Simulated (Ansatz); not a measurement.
## Changed inputs in constrained RPA: KCrCl3 (P4mm)

Aim: hold the target of a cRPA run on KCrCl3 (P4mm) and move one thing at a time.

Program: Ansatz 0.2.0. Level of theory: constrained RPA on LDA, plane waves, PAW. Results are calculated unless marked as measured.

## Step 1: The starting structure

It takes space group P4mm (No. 99, tetragonal). Conventional cell: a = 4.978 Å, b = 4.978 Å, c = 4.971 Å, α = 90.00°, β = 90.00°, γ = 90.00°. Nearest to K lie 12 Cl at 3.48 to 3.56 Å. Nearest to Cr lie 6 Cl at 2.49 Å. Nearest to Cl lie 2 Cr at 2.49 Å and 4 K at 3.48 to 3.56 Å. Cl has 2 Cr at 2.49 Å and 4 K at 3.52 Å nearest. Farther neighbours and most contacts between anions are not listed.

The cell and positions are those that the Materials Project relaxed with its own functionals (PBE, PBE+U or r2SCAN), kept fixed. The default PAW set here is soft_2. Its files were made with PBE.

## Step 2: Base: Cr d, bands v2 to c3, 4×4×4 mesh, medium accuracy

Constrained RPA screens the interaction with every transition except those inside the target bands, which a later many-body model would treat itself.

input.yaml

```yaml
crystal:
  lattice:
    - [0.0, 0.0, -4.97792]
    - [0.0, -4.97792, 0.0]
    - [-4.970616, 0.0, 0.0]
  atoms:
    - { symbol: K, position: [0.0, 0.0, 0.996758] }
    - { symbol: Cr, position: [0.5, 0.5, 0.48507] }
    - { symbol: Cl, position: [0.5, 0.0, 0.485365] }
    - { symbol: Cl, position: [0.5, 0.5, 0.985042] }
    - { symbol: Cl, position: [0.0, 0.5, 0.485365] }
kpoints:
  mp_grid: { grid: [8, 8, 8] }
hamiltonian:
  xc: lda
scf:
  occupations: { method: gaussian, width: 0.08 }
  n_extra_bands: 19
  max_iter: 150
output:
  crpa:
    kmesh: [4, 4, 4]
    target_bands: [v2, c3]
    projections: [{ species: Cr, l: d, shell: 3 }]
  local_orbitals:
    kmesh: [8, 8, 8]
    orbitals: [{ species: Cr, l: d, shell: 3 }]
    window: { bands: [v2, c3] }
    seedname: lo
```

Command:

```bash
ansatz run input.yaml --threads 4 --pin off --max-ram 9216MiB --backend cpu --events-out ev --progress --plain --runs-dir out
```

Numbers of over 12 decimals in the logs are rounded to 6 here.

Log:

```text
scf.n_extra_bands = 19 over 22 filled bands (N_el = 44.0): the run solves 41 bands
Engine: ansatz 0.2.0, aarch64-unknown-linux-gnu
Pseudopotentials: kind: paw
Pseudopotential: K, paw, valence charge 9, recommended cutoff 420 eV (normal), K.paw.azcp
Pseudopotential: Cr, paw, valence charge 14, recommended cutoff 420 eV (normal), Cr.paw.azcp
Pseudopotential: Cl, paw, valence charge 7, recommended cutoff 420 eV (normal), Cl.paw.azcp
Functional definition: SPW92
  exchange = slater_x
  correlation = pw_c
Crystal: 5 atoms, lattice volume = 123.170 Å³
Basis set: ecut = 420 eV, 2469 PW (Γ)
Bands: 41, of which v1, the nominal top of the filled ones, is band 22 counted from 1 (21 counted from 0)
Symmetry: 8 space group operations
Space group: P4mm (ITA 99), of the structure as read, at distance tolerance 5.0e-5 Å
k-points: 75 of 512 (time reversal used)
Non-local potential: K, projectors of the file, l = 0: 3, l = 1: 2, l = 2: 2
Non-local potential: Cr, projectors of the file, l = 0: 3, l = 1: 2, l = 2: 3, l = 3: 1
Non-local potential: Cl, projectors of the file, l = 0: 2, l = 1: 2, l = 2: 2
PAW form: soft (Blöchl's): semilocal exchange-correlation on the pseudo side does not see the compensation charge
PAW frozen core: K, regenerated for the run's functional, and the local potential with it (the file was generated under x = pbe(κ = 0.804, μ = 0.219515), c = pbe(β = 0.066725))
PAW frozen core: Cr, regenerated for the run's functional, and the local potential with it (the file was generated under x = pbe(κ = 0.804, μ = 0.219515), c = pbe(β = 0.066725))
PAW frozen core: Cl, regenerated for the run's functional, and the local potential with it (the file was generated under x = pbe(κ = 0.804, μ = 0.219515), c = pbe(β = 0.066725))
PAW one-centre angular grid: K, 110 points (default); XC on 64 Gauss nodes
PAW one-centre angular grid: Cr, 590 points (default); XC on 64 Gauss nodes
PAW one-centre angular grid: Cl, 110 points (default); XC on 64 Gauss nodes
Initial density: superposition of atomic densities (neutral atoms: chi_scale 0, normalization atom), corrected by the library's trained network
Initial wavefunctions: pseudopotential atomic-orbital guess
Functional: x = slater, c = lda
SCF iter   1: F=—  HF=-7955.824703 eV  |F-HF|=—  |Δ(HF+E_count)|=         —  Δρ=1.35e-2  dr2=1.36e-1  ethr=1.77e-3  ⟨swp⟩=5.5  Hψ=13443  notcnv=0  defer=453
preconditioner: auto → LDOS  [metal: Δε(μ)=0.006 eV  Ē_g=13.793 eV  σ=0.080 eV  W_gap=0.05  n_scr=26 (ndim 8)  ℏωp=19.5 eV  f_vac=0.045  D(μ)=15.72/eV (n_scr^D=250)  β→1.0]
SCF iter   2: F=—  HF=-7955.800812 eV  |F-HF|=—  |Δ(HF+E_count)|=   2.39e-2  Δρ=7.03e-3  dr2=4.50e-2  ethr=3.10e-4  ⟨swp⟩=2.8  Hψ=5622  notcnv=0  defer=731
[...]
cRPA screening: q 2/64
cRPA screening: q 4/64 (q-point 3)
cRPA screening: q 5/64
cRPA screening: q 9/64 (q-point 6)
cRPA screening: q 17/64 (q-point 7)
cRPA screening: q 21/64 (q-point 9)
cRPA screening: q 23/64 (q-point 10)
cRPA screening: q 27/64 (q-point 11)
cRPA screening: q 29/64 (q-point 21)
cRPA screening: q 33/64 (q-point 22)
[...]
cRPA screening: q 57/64 (q-point 27)
cRPA screening: q 61/64 (q-point 41)
cRPA screening: q 62/64 (q-point 42)
cRPA screening: q 64/64 (q-point 43)
SCF converged after 10 iterations
Free energy (F): -7955.790923 eV
Harris-Foulkes:  -7955.790923 eV  (|F-HF|=6.10e-8)
Internal energy: -7955.741008 eV  (E = F + TS)
E sigma→0 (E₀):  -7955.765965 eV
Entropy (-TS):   -0.049916 eV (-9.983 meV/atom)
Fermi energy:    5.473080 eV
--- Per-component energies (eV) ---
  E_band       = -479.371058
  E_kinetic    = 1074.120032
  E_local      = -3614.927251  (includes V_loc(G=0)·N_el)
  E_nonlocal   = 192.345219
  E_hartree    = 1417.471511
  E_xc         = -584.397372
  E_vxc        = -699.243380  (∫ρ·V_xc dr)
  E_paw        = -3760.447649  (= ΣΔE_a)
  E_vpaw       = -266.604843  (= ΣTr[D̂ρ^β])
  E_aug_tail   = 0.000611  (compensation charges beyond the density's cutoff)
  E_ewald      = -2681.100209
  E_core_change = 1.194100  (= ΣΔE_core)
  E_smearing   = -0.049916  (= −TS)
  E_closure    = 0.000000  (closes the sum)
  Σ components = -7955.790923   (vs F -7955.790923, Δ=0.00e0)
--- Band table (eV; the first three rows and the last of 75) ---
  k-point 0: bands = [... 18 lower, 2.2693, 2.2693, 4.7752, 4.7752, 4.7779, 5.2542, 5.2548, 7.6300, ... 15 higher]
  k-point 1: bands = [... 18 lower, 2.2191, 2.2191, 4.7819, 4.8978, 4.8978, 5.2554, 5.4313, 7.8820, ... 15 higher]
  k-point 2: bands = [... 18 lower, 2.1537, 2.1537, 4.7917, 5.1683, 5.1683, 5.2566, 5.7220, 8.5212, ... 15 higher]
  k-point 74: bands = [... 18 lower, 2.7112, 2.7112, 5.7690, 5.7699, 5.7699, 7.5199, 7.5306, 9.0865, ... 15 higher]
--- cRPA (band scheme, projected local orbitals): target bands 21..25 (1-based), 5 Wannier function(s), 4×4×4 mesh, 50 bands' worth read of 55 solved, ecut_chi 136.0 eV, v(q+G=0) probe_charge, pair densities all_electron ---
  bands read: the sum over 50 bands ends inside a degenerate multiplet in 4 slots, whose members it reads at an even weight; the widest, k=1: bands 50 to 51 (counted from 1) at 1/2 each
  χ-basis size per q: N_G = 428..466
  window electrons = 4.0000, filled by tetrahedron_uncorrected; constrained ε̄⁻¹(q = 0, 0) head = 0.309626; min gauge Gram eig = 0.6781
  Kanamori averages over each shell's own Wannier functions (sites counted from 0, functions from 1):
    Site 1, 3D, 5 of 5 d orbitals (Wannier functions 1, 2, 3, 4, 5; wannier90's mr 1, 2, 3, 4, 5):
      screened: U = 4.5498 eV, U' = 3.6377 eV, J = 0.4500 eV
      screened d-shell averages: U_bar = F0 = 3.8202 eV, J_bar = 0.6324 eV
      screened, to within: U = 1.7e-2 eV, U' = 1.7e-2 eV, J = 6.0e-4 eV
      screened d-shell averages, to within: U_bar = 1.6e-2 eV, J_bar = 8.4e-4 eV
      bare: V = 17.2431 eV, V' = 16.0659 eV, J = 0.5709 eV
      bare d-shell averages: V_bar = F0 = 16.3013 eV, J_bar = 0.8063 eV
  Hermiticity witness max|P − P†| over intra, direct and exchange elements: 1.60e-14 eV (screened), 6.89e-19 eV (bare)
  Reality witness max|Im| over intra, direct and exchange elements: 1.74e-12 eV (screened), 4.82e-12 eV (bare)
```

It took 6.5 min on 4 threads of Arm Neoverse V1, shared host; peak memory 0.79 GiB.

This step gave:

| Quantity | Value |
| --- | --- |
| U | 4.550 eV |
| U prime (inter-orbital) | 3.638 eV |
| J | 0.4500 eV |
| bare V | 17.24 eV |
| bare J | 0.5709 eV |
| stated bound on U | 0.01604 eV |
| U over bare V | 0.2639 |
| electrons in the window | 4.000 |
| head of the constrained inverse dielectric matrix | 0.3096 |
| least eigenvalue of the projection's overlap | 0.6781 |
| target functions | 5 |
| bands in the sums | 50 |
| r.m.s. miss of the model bands | 1.45e-4 eV |
| width of the target bands | 2.755 eV |
| weight of the projected orbitals in the window | 0.8520 |

On the Cr d shell, screening brings the on-site interaction from 17.2 eV down to U = 4.55 eV.

## Step 3: Changed: 2×2×2 mesh

input.yaml: that of step 2 with these lines changed.

```diff
@@ -21,9 +21,4 @@
   crpa:
-    kmesh: [4, 4, 4]
+    kmesh: [2, 2, 2]
     target_bands: [v2, c3]
     projections: [{ species: Cr, l: d, shell: 3 }]
-  local_orbitals:
-    kmesh: [8, 8, 8]
-    orbitals: [{ species: Cr, l: d, shell: 3 }]
-    window: { bands: [v2, c3] }
-    seedname: lo
```

Log:

```text
[...]
Crystal: 5 atoms, lattice volume = 123.170 Å³
Basis set: ecut = 420 eV, 2469 PW (Γ)
Bands: 41, of which v1, the nominal top of the filled ones, is band 22 counted from 1 (21 counted from 0)
Symmetry: 8 space group operations
[...]
k-points: 75 of 512 (time reversal used)
[...]
SCF iter   1: F=—  HF=-7955.824703 eV  |F-HF|=—  |Δ(HF+E_count)|=         —  Δρ=1.35e-2  dr2=1.36e-1  ethr=1.77e-3  ⟨swp⟩=5.5  Hψ=13443  notcnv=0  defer=453
[...]
SCF iter  10: F=-7955.790923 eV  HF=-7955.790923 eV  |F-HF|=6.10e-8  |Δ(HF+E_count)|=   4.94e-8  Δρ=5.41e-6  dr2=6.92e-8  ethr=2.27e-10  ⟨swp⟩=8.6  Hψ=12426  notcnv=0
SCF 1 converged in 10 iterations: F = -7955.790923 eV  dr2 = 6.92e-8
[...]
NSCF: frozen V_eff on 6 k-points
[...]
cRPA screening: q 1/8
cRPA screening: q 2/8
cRPA screening: q 3/8
cRPA screening: q 5/8 (q-point 4)
cRPA screening: q 7/8
cRPA screening: q 8/8
SCF converged after 10 iterations
Free energy (F): -7955.790923 eV
[...]
Internal energy: -7955.741008 eV  (E = F + TS)
E sigma→0 (E₀):  -7955.765965 eV
Entropy (-TS):   -0.049916 eV (-9.983 meV/atom)
Fermi energy:    5.473080 eV
[...]
--- Band table (eV; the first three rows and the last of 75) ---
  k-point 0: bands = [... 18 lower, 2.2693, 2.2693, 4.7752, 4.7752, 4.7779, 5.2542, 5.2548, 7.6300, ... 15 higher]
  k-point 1: bands = [... 18 lower, 2.2191, 2.2191, 4.7819, 4.8978, 4.8978, 5.2554, 5.4313, 7.8820, ... 15 higher]
  k-point 2: bands = [... 18 lower, 2.1537, 2.1537, 4.7917, 5.1683, 5.1683, 5.2566, 5.7220, 8.5212, ... 15 higher]
  k-point 74: bands = [... 18 lower, 2.7112, 2.7112, 5.7690, 5.7699, 5.7699, 7.5199, 7.5306, 9.0865, ... 15 higher]
[...]
χ-basis size per q: N_G = 428..466
[...]
screened: U = 5.0870 eV, U' = 4.1419 eV, J = 0.4629 eV
      screened d-shell averages: U_bar = F0 = 4.3309 eV, J_bar = 0.6519 eV
      screened, to within: U = 1.7e-2 eV, U' = 1.7e-2 eV, J = 6.2e-4 eV
      screened d-shell averages, to within: U_bar = 1.6e-2 eV, J_bar = 8.9e-4 eV
      bare: V = 17.6753 eV, V' = 16.4746 eV, J = 0.5850 eV
      bare d-shell averages: V_bar = F0 = 16.7148 eV, J_bar = 0.8251 eV
[...]
```

It took 35 s on 4 threads; peak memory 0.64 GiB.

This step gave:

```yaml
u: 5.087 eV
u_prime_inter_orbital: 4.142 eV
j: 0.4629 eV
bare_v: 17.68 eV
bare_j: 0.5850 eV
stated_bound_on_u: 0.01675 eV
u_over_bare_v: 0.2878
electrons_in_the_window: 4.000
head_of_the_constrained_inverse_dielectric_matrix: 0.3047
least_eigenvalue_of_the_projection_s_overlap: 0.6781
target_functions: 5
bands_in_the_sums: 50
width_of_the_target_bands: 2.755 eV
weight_of_the_projected_orbitals_in_the_window: 0.8520
```

On the Cr d shell, screening brings the on-site interaction from 17.7 eV down to U = 5.09 eV.

## Step 4: Changed: accuracy low

input.yaml: that of step 3 with these lines changed.

```diff
@@ -21,4 +21,5 @@
   crpa:
-    kmesh: [2, 2, 2]
+    kmesh: [4, 4, 4]
     target_bands: [v2, c3]
     projections: [{ species: Cr, l: d, shell: 3 }]
+    accuracy: low
```

Log:

```text
[...]
Crystal: 5 atoms, lattice volume = 123.170 Å³
Basis set: ecut = 420 eV, 2469 PW (Γ)
Bands: 41, of which v1, the nominal top of the filled ones, is band 22 counted from 1 (21 counted from 0)
Symmetry: 8 space group operations
[...]
k-points: 75 of 512 (time reversal used)
[...]
χ-basis size per q: N_G = 428..466
[...]
screened: U = 4.5317 eV, U' = 3.6203 eV, J = 0.4497 eV
      screened d-shell averages: U_bar = F0 = 3.8026 eV, J_bar = 0.6319 eV
      screened, to within: U = 9.9e-2 eV, U' = 9.9e-2 eV, J = 5.8e-3 eV
      screened d-shell averages, to within: U_bar = 8.9e-2 eV, J_bar = 8.2e-3 eV
      bare: V = 17.2431 eV, V' = 16.0659 eV, J = 0.5709 eV
      bare d-shell averages: V_bar = F0 = 16.3013 eV, J_bar = 0.8063 eV
[...]
[key lines of the parts left out:]
SCF converged after 10 iterations
Free energy (F): -7955.790923 eV
Fermi energy:    5.473080 eV
```

The job ended after 4.3 min (4 threads; peak memory 0.73 GiB; 16 min of CPU time).

Numbers from this step:

| Property | Result |
| --- | --- |
| U | 4.532 eV |
| U prime (inter-orbital) | 3.620 eV |
| J | 0.4497 eV |
| bare V | 17.24 eV |
| bare J | 0.5709 eV |
| stated bound on U | 0.09819 eV |
| U over bare V | 0.2628 |
| electrons in the window | 4.000 |
| head of the constrained inverse dielectric matrix | 0.3096 |
| least eigenvalue of the projection's overlap | 0.6781 |
| target functions | 5 |
| bands in the sums | 50 |
| width of the target bands | 2.755 eV |
| weight of the projected orbitals in the window | 0.8520 |

On the Cr d shell, screening brings the on-site interaction from 17.2 eV down to U = 4.53 eV.

## Step 5: Changed: sums over states

input.yaml: that of step 4 with these lines changed.

```diff
@@ -24,2 +24,4 @@
     projections: [{ species: Cr, l: d, shell: 3 }]
-    accuracy: low
+    accuracy: sum_over_states
+    n_empty_bands: 88
+    ecut_chi: 250
```

Log:

```text
[...]
Crystal: 5 atoms, lattice volume = 123.170 Å³
Basis set: ecut = 420 eV, 2469 PW (Γ)
Bands: 41, of which v1, the nominal top of the filled ones, is band 22 counted from 1 (21 counted from 0)
Symmetry: 8 space group operations
[...]
k-points: 75 of 512 (time reversal used)
[...]
χ-basis size per q: N_G = 1088..1141
[...]
U and J over all bands: no bound (output.crpa.accuracy: sum_over_states); those below are of the sums over the bands read on the sphere of ecut_chi, with what the atoms add
[...]
screened: U = 4.6492 eV, U' = 3.6641 eV, J = 0.4841 eV
      screened d-shell averages: U_bar = F0 = 3.8611 eV, J_bar = 0.6811 eV
      bare: V = 17.2431 eV, V' = 16.0659 eV, J = 0.5709 eV
      bare d-shell averages: V_bar = F0 = 16.3013 eV, J_bar = 0.8063 eV
[...]
[key lines of the parts left out:]
SCF converged after 10 iterations
Free energy (F): -7955.790923 eV
Fermi energy:    5.473080 eV
```

Elapsed: 100 s, on 4 threads; peak memory 0.89 GiB.

This variant gives U = 4.65 eV against 4.55 eV. It is a finite sum over empty states with no bound on its error and stays out of the table below.

## Step 6: Changed: sums without a band count

input.yaml: that of step 5 with these lines changed.

```diff
@@ -25,3 +25 @@
     accuracy: sum_over_states
-    n_empty_bands: 88
-    ecut_chi: 250
```

Log:

```text
Error: 2 input errors — fix all and re-run
  1. invalid value for `output.crpa.n_empty_bands`: is left out, and the sums over bands alone (accuracy: sum_over_states under output.crpa) have no default for it, since their result follows it; type one, or take accuracy: low, medium or high under output.crpa
  2. invalid value for `output.crpa.ecut_chi`: is left out, and the sums over bands alone (accuracy: sum_over_states under output.crpa) have no default for it, since their result follows it; type one, or take accuracy: low, medium or high under output.crpa
```

It took 0.1 s on 4 threads; peak memory 0.088 GiB.

The program refused the input before any cycle.

The program's message: “Error: 2 input errors — fix all and re-run”

The fault put into this input: sums without a band count.

## Step 7: Changed: r2SCAN

This step: constrained RPA on r2SCAN, plane waves, PAW.

input.yaml: that of step 6 with these lines changed.

```diff
@@ -14,3 +14,3 @@
 hamiltonian:
-  xc: lda
+  xc: r2scan
 scf:
@@ -24,2 +24 @@
     projections: [{ species: Cr, l: d, shell: 3 }]
-    accuracy: sum_over_states
```

Log:

```text
[...]
Crystal: 5 atoms, lattice volume = 123.170 Å³
Basis set: ecut = 500 eV, 3119 PW (Γ), exchange–correlation on 160×160×160 points (64 copies of the dense FFT grid, shifted against one another)
Bands: 41, of which v1, the nominal top of the filled ones, is band 22 counted from 1 (21 counted from 0)
Symmetry: 8 space group operations
[...]
k-points: 75 of 512 (time reversal used)
[...]
χ-basis size per q: N_G = 428..466
[...]
screened: U = 5.1146 eV, U' = 4.1540 eV, J = 0.4819 eV
      screened d-shell averages: U_bar = F0 = 4.3461 eV, J_bar = 0.6740 eV
      screened, to within: U = 1.7e-2 eV, U' = 1.7e-2 eV, J = 6.3e-4 eV
      screened d-shell averages, to within: U_bar = 1.6e-2 eV, J_bar = 8.8e-4 eV
      bare: V = 17.8470 eV, V' = 16.6216 eV, J = 0.6007 eV
      bare d-shell averages: V_bar = F0 = 16.8666 eV, J_bar = 0.8458 eV
[...]
[key lines of the parts left out:]
SCF converged after 9 iterations
Free energy (F): -8181.428504 eV
Fermi energy:    5.484046 eV
```

The job ended after 8 min (4 threads; peak memory 1.1 GiB; 31 min of CPU time).

This step gave:

- U: 5.115 eV
- U prime (inter-orbital): 4.154 eV
- J: 0.4819 eV
- bare V: 17.85 eV
- bare J: 0.6007 eV
- stated bound on U: 0.01660 eV
- U over bare V: 0.2866
- electrons in the window: 4.000
- head of the constrained inverse dielectric matrix: 0.3391
- least eigenvalue of the projection's overlap: 0.7179
- target functions: 5
- bands in the sums: 50
- width of the target bands: 3.439 eV
- weight of the projected orbitals in the window: 0.8625

On the Cr d shell, screening brings the on-site interaction from 17.8 eV down to U = 5.11 eV.

(Part 1 of 2 ends here.)

[Paths, hosts, dates, memory and timing lines, banners, echoed tables and standing remarks are left out of the program output.]

[Logs are printed without paths, hosts, clocks, repeated set-up lines and the standing remarks that a program may print on its own settings, such as how far it seeks lower states.]

[Runs of the session that timed out or met a known fault of the program may be left out.]

[Hosts, paths, dates, database ids (printed as entryN), source tags and the programs' standing remarks are cut or masked in the printed files.]
